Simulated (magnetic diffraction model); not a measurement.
# Which magnetic order? Cr2FeSbO7

Space group Imma (no. 74), a = 6.7810 Å, b = 6.8120 Å, c = 9.4580 Å.

| site | atom | x | y | z |
| --- | --- | --- | --- | --- |
| 4c | Sb | 3/4 | 1/4 | 1/4 |
| 4a | Fe | 0 | 1/2 | 0 |
| 4d | Cr | 1/4 | 3/4 | 1/4 |
| 4b | Cr | 1/2 | 0 | 0 |
| 16j | O | 0.2258 | 0.4626 | 0.1196 |
| 4e | O | 1/2 | 3/4 | 0.3990 |
| 4e | O | 0 | 1/4 | 0.3263 |
| 4e | O | 0 | 1/4 | 0.6201 |

This is a made-up structure (elements placed in a structure type, unrelaxed), so the numbers test the method and describe no known phase.

Only Fe and Cr are taken to order (form factors of Fe3+ and Cr3+); orders and moment sizes are assumed, and not adapted to the symmetry. Radiation: neutrons of λ = 1.909 Å, 8° to 60°; isotropic B of 0.34 Å² (Sb), 0.35 Å² (Fe), 0.43 Å² (Cr) and 0.55 Å² (O). The intensities are simulated: I ∝ L Σ (|F_N|² + |F_M⊥|²) for unpolarised neutrons, with F_M = 2.695 fm/μB × Σ f(s) S exp(2πi Q·r) exp(−B s²) at Q = H ± k (one set where k and −k are equivalent), only the part normal to Q counting and L = 1/(sin²θ cos θ). For collinear order S is the moment m, which repeats by lattice and centring translations R with the sign exp(−2πi k·R). Form factors are spin-only for 3d ions and dipole or tabulated for f ions, scattering lengths are Sears's of 1992, and absorption is left out. A label names one of the reflections at its angle. The strongest nuclear line in the range is 100, and lines under 0.2 are left out.

Above the ordering temperature:

```csv
2θ (°),index,I
19.89,(0 1 1),7.0
19.95,(1 0 1),23.5
23.29,(0 0 2),4.0
32.55,(0 2 0),6.2
32.90,(1 1 2),6.3
38.47,(1 2 1),37.6
38.57,(2 1 1),20.8
38.98,(0 1 3),12.2
39.01,(1 0 3),21.3
40.41,(0 2 2),100.0
40.53,(2 0 2),61.1
46.81,(2 2 0),26.2
47.62,(0 0 4),10.0
51.23,(0 3 1),11.6
51.47,(3 0 1),1.5
51.69,(1 2 3),2.7
51.76,(2 1 3),33.0
52.92,(2 2 2),2.9
53.47,(1 1 4),1.7
58.30,(1 3 2),7.6
58.49,(3 1 2),7.8
58.87,(0 2 4),1.4
```
(The table stops after 22 lines; 1 more lie at higher angle.)

Below it (cell unchanged):

```csv
2θ (°),I
19.89,79.3
19.95,39.9
22.91,38.2
23.29,18.1
32.55,23.7
32.70,11.5
32.90,28.6
38.47,47.1
38.57,45.6
38.98,20.2
39.01,23.4
40.41,100.0
40.53,61.1
46.81,26.2
47.62,10.0
51.23,18.8
51.47,2.9
51.69,5.4
51.76,40.9
52.63,4.8
52.84,3.4
52.92,14.0
53.47,5.8
58.30,13.7
58.49,12.2
58.87,4.2
58.96,16.8
```

**Question.** Find the propagation vector, then choose among these models:
A. collinear moments along [001], 4 μB on Fe and 2.8 μB on Cr; signs + at (0, 1/2, 0), + at (0, 0, 0), − at (1/4, 3/4, 1/4), − at (1/4, 1/4, 3/4), − at (1/2, 0, 0), − at (0, 0, 1/2)
B. collinear moments along [101], 4 μB on Fe and 2.8 μB on Cr; signs + at (0, 1/2, 0), − at (0, 0, 0), + at (1/4, 3/4, 1/4), + at (1/4, 1/4, 3/4), − at (1/2, 0, 0), − at (0, 0, 1/2)
C. collinear moments along [101], 4 μB on Fe and 2.8 μB on Cr; signs + at (0, 1/2, 0), + at (0, 0, 0), − at (1/4, 3/4, 1/4), − at (1/4, 1/4, 3/4), − at (1/2, 0, 0), − at (0, 0, 1/2)
D. collinear moments along [001], 4 μB on Fe and 2.8 μB on Cr; signs + at (0, 1/2, 0), − at (0, 0, 0), + at (1/4, 3/4, 1/4), + at (1/4, 1/4, 3/4), − at (1/2, 0, 0), − at (0, 0, 1/2)

No line moves, and magnetic intensity falls on nuclear lines such as the one at 19.89°; new lines at (1 1 0), (1 3 0) and (3 1 0) have whole indices that obey the lattice centring, at places with no nuclear intensity to speak of, so the magnetic cell equals the chemical primitive cell: k = 0.

Magnetic intensity, observed (below minus above) and for each model:

| 2θ (°) | index | observed | A | B | C | D |
| --- | --- | --- | --- | --- | --- | --- |
| 19.89 | (0 1 1) | 72.3 | 19.7 | 72.3 | 23.2 | 61.5 |
| 19.95 | (1 0 1) | 16.4 | 118.4 | 16.4 | 98.8 | 19.6 |
| 22.91 | (1 1 0) | 38.2 | <0.2 | 38.2 | <0.2 | 46.0 |
| 23.29 | (0 0 2) | 14.0 | <0.2 | 14.0 | 7.5 | <0.2 |
| 32.90 | (1 1 2) | 22.2 | <0.2 | 22.2 | <0.2 | 18.8 |
| 38.47 | (1 2 1) | 9.5 | 62.8 | 9.5 | 60.7 | 9.9 |
| 38.57 | (2 1 1) | 24.8 | 9.8 | 24.8 | 7.5 | 32.5 |
| 51.69 | (1 2 3) | 2.7 | 14.5 | 2.7 | 18.1 | 2.1 |

Model B matches.

The structure used: k = (0 0 0), collinear moments along [101], 4 μB on Fe and 2.8 μB on Cr; signs + at (0, 1/2, 0), − at (0, 0, 0), + at (1/4, 3/4, 1/4), + at (1/4, 1/4, 3/4), − at (1/2, 0, 0), − at (0, 0, 1/2).

[Logs are printed without paths, hosts, clocks, repeated set-up lines and the standing remarks that a program may print on its own settings, such as how far it seeks lower states.]
